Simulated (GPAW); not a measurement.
## free-standing triangular Re monolayer, spacing 3.288 A: parallel, opposed and spinless runs

Aim: find out whether free-standing triangular Re monolayer, spacing 3.288 A carries moments, and which collinear order costs least.

Method: LDA; plane waves with GPAW's PAW setups, scalar-relativistic, in GPAW 26.7.0.

**1. Starting point**

The cell holds 1 atom: 1 Re. Its edges and angles: a = 3.288 Å, b = 3.288 Å, c = 14.000 Å, α = 90.0°, β = 90.0°, γ = 120.0°. model lattice. Vacuum lies along c.

**2. Run 1 (ferro +)**

Parallel moments need no larger cell; this start tests for a ferromagnetic state only.

order1.py reads:

```python
import json
import numpy as np
from ase import Atoms
from ase.parallel import paropen, parprint
from gpaw import GPAW

atoms = Atoms(['Re'],
    cell=[[3.288, 0.0, 0.0],
         [-1.644, 2.847492, 0.0],
         [0.0, 0.0, 14.0]],
    scaled_positions=[[0.0, 0.0, 0.5]],
    pbc=True,
    magmoms=[1.0])
atoms.calc = GPAW(mode={'name': 'pw', 'ecut': 550},
    xc='LDA',
    kpts={'size': (10, 10, 1), 'gamma': True},
    occupations={'name': 'fermi-dirac', 'width': 0.1},
    convergence={'density': 1e-05, 'energy': 1e-05},
    maxiter=200,
    symmetry={'tolerance': 1e-4},
    txt='order1.txt')
e = atoms.get_potential_energy(force_consistent=True)
res = {'free_energy': e, 'energy_sigma0': atoms.get_potential_energy(), 'fermi_energy': atoms.calc.get_fermi_level()}
res['moments'] = atoms.get_magnetic_moments().tolist()
res['total'] = atoms.get_magnetic_moment()
parprint('site moments (muB):', np.round(res['moments'], 3))
parprint(f"total moment: {res['total']:.3f} muB")
parprint(f'free energy: {e:.6f} eV')
atoms.calc.write('order1.gpw')
with paropen('results.json', 'w') as f:
    json.dump(res, f)
```

Run with:

```
OMP_NUM_THREADS=1 mpirun -n 2 gpaw python order1.py > order1.log
```

The program printed:

```text
site moments (muB): [1.686]
total moment: 2.156 muB
free energy: -6.362956 eV

--- order1.txt ---
Input parameters:
  mode=PW(ecut=550),
  convergence={'density': 1e-05, 'energy': 1e-05},
  kpts=MonkhorstPack(size=(10, 10, 1), gamma=True),
  maxiter=200,
  occupations=Occupations(name='fermi-dirac', width=0.1),
  symmetry=Symmetry(tolerance=0.0001),
  xc=XC(name='LDA')

Diagonalizing LCAO Hamiltonian
Converting LCAO to pw mode

       Re

Atoms  # Å, Bohr magnetons
|   | symbol |        x |        y |        z |    initial magnetic moments |
|---|--------|----------|----------|----------|-----------------------------|
| 0 |     Re | 0.000000 | 0.000000 | 7.000000 | ( 0.0000,  0.0000,  1.0000) |

Unit cell  # Å
| periodic |         x |        y |         z |   lengths |     angles |
|----------|-----------|----------|-----------|-----------|------------|
|      yes |  3.288000 | 0.000000 |  0.000000 |  3.288000 |  90.000000 |
|      yes | -1.644000 | 2.847492 |  0.000000 |  3.288000 |  90.000000 |
|      yes |  0.000000 | 0.000000 | 14.000000 | 14.000000 | 119.999996 |

Number of symmetries: 24

BZ-sampling:
  Number of BZ points: 100
  Number of IBZ points: 14

  Monkhorst-Pack size: [10, 10, 1]
  Monkhorst-Pack shift: [0.05, 0.05, 0.0]

K-points  # in reciprocal-cell coordinates
|     |                                coordinates |     weight |
|-----|--------------------------------------------|------------|
|   0 | (  0.00000000,   0.00000000,   0.00000000) | 0.01000000 |
|   1 | (  0.10000000,   0.00000000,   0.00000000) | 0.06000000 |
|   2 | (  0.20000000,  -0.10000000,   0.00000000) | 0.06000000 |
|   3 | (  0.20000000,   0.00000000,   0.00000000) | 0.06000000 |
|   4 | (  0.30000000,  -0.10000000,   0.00000000) | 0.12000000 |
|   5 | (  0.30000000,   0.00000000,   0.00000000) | 0.06000000 |
|   6 | (  0.40000000,  -0.20000000,   0.00000000) | 0.06000000 |
|   7 | (  0.40000000,  -0.10000000,   0.00000000) | 0.12000000 |
|   8 | (  0.40000000,   0.00000000,   0.00000000) | 0.06000000 |
|   9 | (  0.40000000,   0.30000000,   0.00000000) | 0.06000000 |
| ... |                                            |            |
|  13 | (  0.50000000,   0.50000000,   0.00000000) | 0.03000000 |

Plane wave coefficients: 3893
Cutoff: 550.0 eV

Spin-components: 2 (collinear spins)
Bands:           12
Projectors:      6
Spin-degeneracy: 1
Datatype:        complex128

Parallelization:
  kpt:    2
  domain: 1
  band:   1

Density:
  Valence electrons: 13.0
  Components: 2
  Grid points: [18 18 80]
  Charge: 0.0  # |e|

Potential:
  Grid points: [18 18 80]

species:
  Re:
    name:    Rhenium
    Z:       75.0
    valence: 13
    core:    62
    charge:  0.0  # [|e|]
    compensation charges:
      type: gauss
      rc: 0.42  # [Å]
      lmax: 2
    cutoffs:
      filter: 2.40  # [Å]
      core: 2.76  # [Å]
    projectors
    | kind |    occ | energy [eV] | rcut [Å] |
    |------|--------|-------------|----------|
    |   6s |  2.000 |      -6.135 |    1.376 |
    |   5p |  6.000 |     -47.246 |    1.376 |
    |   6p |  0.000 |      -1.440 |    1.376 |
    |   5d |  5.000 |      -5.587 |    1.307 |
    |    s |        |      21.076 |    1.376 |
    |    d |        |      21.625 |    1.307 |

    Using partial waves for Re as LCAO basis

Reference energy: -453426.430519  # eV

eigensolver:
  PPCG
  Converge bands: occupied
  niter=2

density mixing:
  MSR1-Mixer
  Pratt-step length: 0.05
  Maximum mixing coefficient: 0.75
  Old densities: 10
  SVD Regularization: 0.005
  Good broyden scale: 1.0
  Trust region scale: 1.0
  Backstep threshold: 4.0
  History deletion threshold: 6.0
  Fourier metric: weight=20.0, sigma=0.015

occupation numbers:
  Fermi-Dirac:
    width: 0.1000  # eV

poisson solver:
  ecut: 4400.0  # eV

xc functional:
  name: None

convergence criteria:
- Maximum integral of absolute [dens]ity change: 1e-05 electrons / valence electron
- Maximum [total energy] change in last 3 cyles: 1e-05 eV / valence electron
- Maximum integral of absolute [eigenst]ate change: 4e-08 eV^2 / valence electron
maximum number of iterations: 200

SCF iterations
|iter     |      energy | eigst |  dens |  magmom |
|---------|-------------|-------|-------|---------|
|iter:   1|       0s |   -6.250515 | -0.30 |       |  +1.0009|
|iter:   2|       1s |   -6.232590 | -1.94 | -1.05 |  +1.0020|
|iter:   3|       2s |   -6.235995 | -1.45 | -1.08 |  +1.1037|
|iter:   4|       2s |   -6.269466 | -2.15 | -1.37 |  +1.2626|
|iter:   5|       3s |   -6.289193 | -2.73 | -1.62 |  +1.4068|
|iter:   6|       4s |   -6.306667 | -2.79 | -1.66 |  +1.6907|
|iter:   7|       5s |   -6.313602 | -3.06 | -1.85 |  +1.9800|
|iter:   8|       6s |   -6.314093 | -3.87 | -2.16 |  +2.0837|
|iter:   9|       6s |   -6.313977 | -4.11 | -2.39 |  +2.1288|
|iter:  10|       7s |   -6.313872 | -5.06 | -3.01 |  +2.1535|
|iter:  11|       8s |   -6.313858c| -5.85 | -3.67 |  +2.1545|
|iter:  12|       9s |   -6.313847c| -6.50 | -4.27 |  +2.1564|
|iter:  13|      10s |   -6.313848c| -7.09 | -4.71 |  +2.1562|
|iter:  14|      10s |   -6.313848c| -7.54c| -5.59c|  +2.1561|

Converged in 14 steps
Energy contributions relative to reference atoms: (reference = -453426.430519)

Energy contributions:
  Kinetic:         -24.768661
  Coulomb:          21.316639
  Zero:             -0.028290
  External:          0.000000
  Xc:               -2.784429
  Entropy:          -0.098216
  Spinorbit:         0.000000
  ----------------------------
  Free energy:      -6.362956
  Extrapolated:     -6.313848

dipole moment: (-5.608629, -9.714432, -0.000002)  # |e|*Ang

Total magnetic moment: (0.000000, 0.000000, 2.156141)

Local magnetic moments
|        x |        y |        z |
|----------|----------|----------|
| 0.000000 | 0.000000 | 1.685666 |  # Re   0

Fermi level: -3.031
Eigenvalues  # (at kpt = [0.000, 0.000, 0.000])
| band index |      eig [eV] | occ [0-1] |      eig [eV] | occ [0-1] |
|------------|---------------|-----------|---------------|-----------|
|          0 |       -45.403 |     1.000 |       -44.186 |     1.000 |
|          1 |       -44.998 |     1.000 |       -44.186 |     1.000 |
|          2 |       -44.998 |     1.000 |       -44.110 |     1.000 |
|          3 |        -7.857 |     1.000 |        -7.326 |     1.000 |
|          4 |        -4.537 |     1.000 |        -3.010 |     0.449 |
|          5 |        -3.782 |     0.999 |        -3.010 |     0.449 |
|          6 |        -3.782 |     0.999 |        -2.908 |     0.226 |
|          7 |        -2.705 |     0.037 |        -1.424 |     0.000 |
|          8 |        -2.705 |     0.037 |        -1.424 |     0.000 |
|          9 |        -1.834 |     0.000 |        -1.202 |     0.000 |
|         10 |         1.885 |     0.000 |         2.030 |     0.000 |
|         11 |         2.964 |     0.000 |         3.080 |     0.000 |

No gap
No difference between direct/indirect transitions
```

Elapsed: 14 s, on 2 MPI ranks of Arm Neoverse V2, shared host; peak memory 0.42 GiB; 27 s of CPU time.

Numbers from this step:

| Property | Result |
| --- | --- |
| magnetization | 2.156 μB |
| final state | ferromagnetic |
| largest moment | 1.686 μB |

After 14 cycles the largest moment stands at 1.69 μB.

**3. Start 2: antiferro q=(0,1/2,0) +-**

Reversing part of the moments tests the sign of the couplings between them.

This order needs a doubled cell of 2 atoms. Its mesh is chosen so that both cells sample the same points.

order2.py is the script of step 2 with these lines changed:

```diff
@@ -6,12 +6,13 @@
 
-atoms = Atoms(['Re'],
+atoms = Atoms(['Re', 'Re'],
     cell=[[3.288, 0.0, 0.0],
-         [-1.644, 2.847492, 0.0],
+         [-3.288, 5.694984, 0.0],
          [0.0, 0.0, 14.0]],
-    scaled_positions=[[0.0, 0.0, 0.5]],
+    scaled_positions=[[0.0, 0.0, 0.5],
+         [0.0, 0.5, 0.5]],
     pbc=True,
-    magmoms=[1.0])
+    magmoms=[1.0, -1.0])
 atoms.calc = GPAW(mode={'name': 'pw', 'ecut': 550},
     xc='LDA',
-    kpts={'size': (10, 10, 1), 'gamma': True},
+    kpts={'size': (10, 5, 1), 'gamma': True},
     occupations={'name': 'fermi-dirac', 'width': 0.1},
@@ -20,3 +21,3 @@
     symmetry={'tolerance': 1e-4},
-    txt='order1.txt')
+    txt='order2.txt')
 e = atoms.get_potential_energy(force_consistent=True)
@@ -28,3 +29,3 @@
 parprint(f'free energy: {e:.6f} eV')
-atoms.calc.write('order1.gpw')
+atoms.calc.write('order2.gpw')
 with paropen('results.json', 'w') as f:
```

Run with:

```
OMP_NUM_THREADS=1 mpirun -n 2 gpaw python order2.py > order2.log
```

The program printed:

```text
site moments (muB): [ 2.549 -2.549]
total moment: 0.000 muB
free energy: -13.179980 eV

--- order2.txt ---
Input parameters:
  mode=PW(ecut=550),
  convergence={'density': 1e-05, 'energy': 1e-05},
  kpts=MonkhorstPack(size=(10, 5, 1), gamma=True),
  maxiter=200,
  occupations=Occupations(name='fermi-dirac', width=0.1),
  symmetry=Symmetry(tolerance=0.0001),
  xc=XC(name='LDA')

Diagonalizing LCAO Hamiltonian
Converting LCAO to pw mode

         Re
           Re

Atoms  # Å, Bohr magnetons
|   | symbol |         x |        y |        z |    initial magnetic moments |
|---|--------|-----------|----------|----------|-----------------------------|
| 0 |     Re |  0.000000 | 0.000000 | 7.000000 | ( 0.0000,  0.0000,  1.0000) |
| 1 |     Re | -1.644000 | 2.847492 | 7.000000 | ( 0.0000,  0.0000, -1.0000) |

Unit cell  # Å
| periodic |         x |        y |         z |   lengths |     angles |
|----------|-----------|----------|-----------|-----------|------------|
|      yes |  3.288000 | 0.000000 |  0.000000 |  3.288000 |  90.000000 |
|      yes | -3.288000 | 5.694984 |  0.000000 |  6.576001 |  90.000000 |
|      yes |  0.000000 | 0.000000 | 14.000000 | 14.000000 | 119.999996 |

Number of symmetries: 4

BZ-sampling:
  Number of BZ points: 50
  Number of IBZ points: 26

  Monkhorst-Pack size: [10, 5, 1]
  Monkhorst-Pack shift: [0.05, 0.0, 0.0]

Plane wave coefficients: 7737
Cutoff: 550.0 eV

Spin-components: 2 (collinear spins)
Bands:           20
Projectors:      12
Spin-degeneracy: 1
Datatype:        complex128

Parallelization:
  kpt:    2
  domain: 1
  band:   1

Density:
  Valence electrons: 26.0
  Components: 2
  Grid points: [18 36 80]
  Charge: 0.0  # |e|

Potential:
  Grid points: [18 36 80]

[... setups left out ...]
Reference energy: -906852.861038  # eV

eigensolver:
  PPCG
  Converge bands: occupied
  niter=2

density mixing:
  MSR1-Mixer
  Pratt-step length: 0.05
  Maximum mixing coefficient: 0.75
  Old densities: 10
  SVD Regularization: 0.005
  Good broyden scale: 1.0
  Trust region scale: 1.0
  Backstep threshold: 4.0
  History deletion threshold: 6.0
  Fourier metric: weight=20.0, sigma=0.015

occupation numbers:
  Fermi-Dirac:
    width: 0.1000  # eV

poisson solver:
  ecut: 4400.0  # eV

xc functional:
  name: None

convergence criteria:
- Maximum integral of absolute [dens]ity change: 1e-05 electrons / valence electron
- Maximum [total energy] change in last 3 cyles: 1e-05 eV / valence electron
- Maximum integral of absolute [eigenst]ate change: 4e-08 eV^2 / valence electron
maximum number of iterations: 200

SCF iterations
|iter     |      energy | eigst |  dens |  magmom |
|---------|-------------|-------|-------|---------|
|iter:   1|       0s |  -12.614747 | -0.26 |       |  +0.0000|
|iter:   2|       5s |  -12.584742 | -1.99 | -1.03 |  +0.0000|
|iter:   3|      10s |  -12.853445 | -1.12 | -1.04 |  +0.0000|
|iter:   4|      15s |  -12.899706 | -1.37 | -1.12 |  +0.0000|
|iter:   5|      20s |  -12.994790 | -2.12 | -1.31 |  -0.0000|
|iter:   6|      25s |  -13.086666 | -2.44 | -1.44 |  +0.0000|
|iter:   7|      30s |  -13.108222 | -3.24 | -1.69 |  -0.0000|
|iter:   8|      35s |  -13.122482 | -3.12 | -1.90 |  +0.0000|
|iter:   9|      40s |  -13.122627 | -4.04 | -2.37 |  -0.0000|
|iter:  10|      45s |  -13.122785 | -4.73 | -2.92 |  +0.0000|
|iter:  11|      49s |  -13.122848c| -5.37 | -3.50 |  -0.0000|
|iter:  12|      54s |  -13.122843c| -5.96 | -3.81 |  +0.0001|
|iter:  13|      59s |  -13.122826c| -6.46 | -3.78 |  -0.0000|
|iter:  14|      64s |  -13.122842c| -6.93 | -4.18 |  -0.0000|
|iter:  15|      69s |  -13.122839c| -7.42c| -4.73 |  -0.0000|
|iter:  16|      73s |  -13.122838c| -7.70c| -5.51c|  +0.0000|

Converged in 16 steps
Energy contributions relative to reference atoms: (reference = -906852.861038)

Energy contributions:
  Kinetic:         -40.829335
  Coulomb:          35.379601
  Zero:             -0.086402
  External:          0.000000
  Xc:               -7.529560
  Entropy:          -0.114284
  Spinorbit:         0.000000
  ----------------------------
  Free energy:     -13.179980
  Extrapolated:    -13.122838

dipole moment: (-11.209291, -19.415071, -0.000003)  # |e|*Ang

Total magnetic moment: (0.000000, 0.000000, 0.000000)

Local magnetic moments
|        x |        y |         z |
|----------|----------|-----------|
| 0.000000 | 0.000000 |  2.548977 |  # Re   0
| 0.000000 | 0.000000 | -2.548983 |  # Re   1

Fermi level: -2.596
Eigenvalues  # (at kpt = [0.000, 0.000, 0.000])
| band index |      eig [eV] | occ [0-1] |      eig [eV] | occ [0-1] |
|------------|---------------|-----------|---------------|-----------|
|          0 |       -45.503 |     1.000 |       -45.503 |     1.000 |
|        ... |               |           |               |           |
|          5 |       -43.658 |     1.000 |       -43.658 |     1.000 |
|          6 |        -7.470 |     1.000 |        -7.470 |     1.000 |
|          7 |        -5.334 |     1.000 |        -5.334 |     1.000 |
|          8 |        -4.392 |     1.000 |        -4.392 |     1.000 |
|          9 |        -4.339 |     1.000 |        -4.339 |     1.000 |
|         10 |        -3.345 |     0.999 |        -3.345 |     0.999 |
|         11 |        -3.053 |     0.990 |        -3.053 |     0.990 |
|         12 |        -3.044 |     0.989 |        -3.044 |     0.989 |
|         13 |        -2.114 |     0.008 |        -2.114 |     0.008 |
|         14 |        -1.613 |     0.000 |        -1.613 |     0.000 |
|         15 |        -1.524 |     0.000 |        -1.524 |     0.000 |
|         16 |        -1.107 |     0.000 |        -1.107 |     0.000 |
|         17 |        -1.092 |     0.000 |        -1.092 |     0.000 |
|         18 |        -0.622 |     0.000 |        -0.622 |     0.000 |
|         19 |         1.290 |     0.000 |         1.290 |     0.000 |

No gap
No difference between direct/indirect transitions
```

Wall time 80 s (2 MPI ranks); peak memory 0.69 GiB; 2.7 min of CPU time.

Read from the output:

* magnetization: 0 μB
* final state: antiferromagnetic
* largest moment: 2.549 μB

It lies 227 meV a seeded atom under the first start, and its largest moment is 2.55 μB against 1.69 μB.

**4. Run 3 (no spin polarisation)**

This run holds no moments, which gives a state to set the others against.

nospin.py reads:

```python
import json
import numpy as np
from ase import Atoms
from ase.parallel import paropen, parprint
from gpaw import GPAW

atoms = Atoms(['Re'],
    cell=[[3.288, 0.0, 0.0],
         [-1.644, 2.847492, 0.0],
         [0.0, 0.0, 14.0]],
    scaled_positions=[[0.0, 0.0, 0.5]],
    pbc=True)
atoms.calc = GPAW(mode={'name': 'pw', 'ecut': 550},
    xc='LDA',
    kpts={'size': (10, 10, 1), 'gamma': True},
    occupations={'name': 'fermi-dirac', 'width': 0.1},
    convergence={'density': 1e-05, 'energy': 1e-05},
    maxiter=200,
    symmetry={'tolerance': 1e-4},
    txt='nospin.txt')
e = atoms.get_potential_energy(force_consistent=True)
res = {'free_energy': e, 'energy_sigma0': atoms.get_potential_energy(), 'fermi_energy': atoms.calc.get_fermi_level()}
parprint(f'free energy: {e:.6f} eV')
atoms.calc.write('nospin.gpw')
with paropen('results.json', 'w') as f:
    json.dump(res, f)
```

Run with:

```
OMP_NUM_THREADS=1 mpirun -n 2 gpaw python nospin.py > nospin.log
```

The program printed:

```text
free energy: -6.184598 eV

--- nospin.txt ---
Input parameters:
  mode=PW(ecut=550),
  convergence={'density': 1e-05, 'energy': 1e-05},
  kpts=MonkhorstPack(size=(10, 10, 1), gamma=True),
  maxiter=200,
  occupations=Occupations(name='fermi-dirac', width=0.1),
  symmetry=Symmetry(tolerance=0.0001),
  xc=XC(name='LDA')

Diagonalizing LCAO Hamiltonian
Converting LCAO to pw mode

       Re

Atoms  # Å, Bohr magnetons
[...]
|------------|---------------|-----------|
|          0 |       -45.287 |     2.000 |
|          1 |       -45.114 |     2.000 |
|          2 |       -45.114 |     2.000 |
|          3 |        -7.929 |     2.000 |
|          4 |        -4.112 |     1.998 |
[...]
|          8 |        -2.548 |     0.000 |
|          9 |        -1.713 |     0.000 |
|         10 |         1.959 |     0.000 |
|         11 |         3.013 |     0.000 |

No gap
No difference between direct/indirect transitions

[key lines of the parts left out:]
Free energy:      -6.184598
Converged in 13 steps
dipole moment: (-5.620020, -9.734161, -0.000002)  # |e|*Ang
Fermi level: -3.420
```

Run time: 7.3 s. Hardware: 2 MPI ranks; peak memory 0.36 GiB.

Read from the output:

```
final state : non-magnetic (no spin polarisation)
```

It lies 178 meV a seeded atom over the first start.

**5. The states side by side**

These are free energies at a smearing of 0.1 eV, so its entropy term is in the differences. They are divided by the number of seeded atoms, so that cells of unlike size compare. Wavevectors q in the names are fractions of the reciprocal vectors of the first run's cell.

Orders:

```
                   start        final state  typed order kept  energy over the lowest (meV a seeded atom)  largest site moment (μB)  net moment (μB a primitive cell)  mesh matched  CPU time (s)
                 ferro +      ferromagnetic               yes                                         227                     1.686                             2.156           yes         26.66
antiferro q=(0,1/2,0) +-  antiferromagnetic               yes                                           0                     2.549                                 0           yes         160.8
    no spin polarisation       non-magnetic                 -                                       405.4                         0                                 0           yes          14.5
```

**6. Results**

- lowest state found: antiferromagnetic (typed antiferro q=(0,1/2,0) +-)
- largest site moment: 2.55 μB
- next state: ferromagnetic, 227 meV a seeded atom higher
- energy gained by spin polarisation: 405 meV a seeded atom

The lowest state found is antiferromagnetic, reached from the start antiferro q=(0,1/2,0) +-, with moments up to 2.55 μB. The next state costs 227 meV a seeded atom. Only 3 starts are shown; other collinear patterns, canted and longer-period orders are not.

[Logs and program files are shortened in this print: banners, set-up blocks, solver, clock and traceback lines can be left out without a mark of their own.]

[Logs are printed without paths, hosts, clocks, repeated set-up lines and the standing remarks that a program may print on its own settings, such as how far it seeks lower states.]

[Hosts, paths, dates, database ids (printed as entryN), source tags and the programs' standing remarks are cut or masked in the printed files.]

[Where a cell is said to come from a database of computed structures, the database is the Materials Project.]
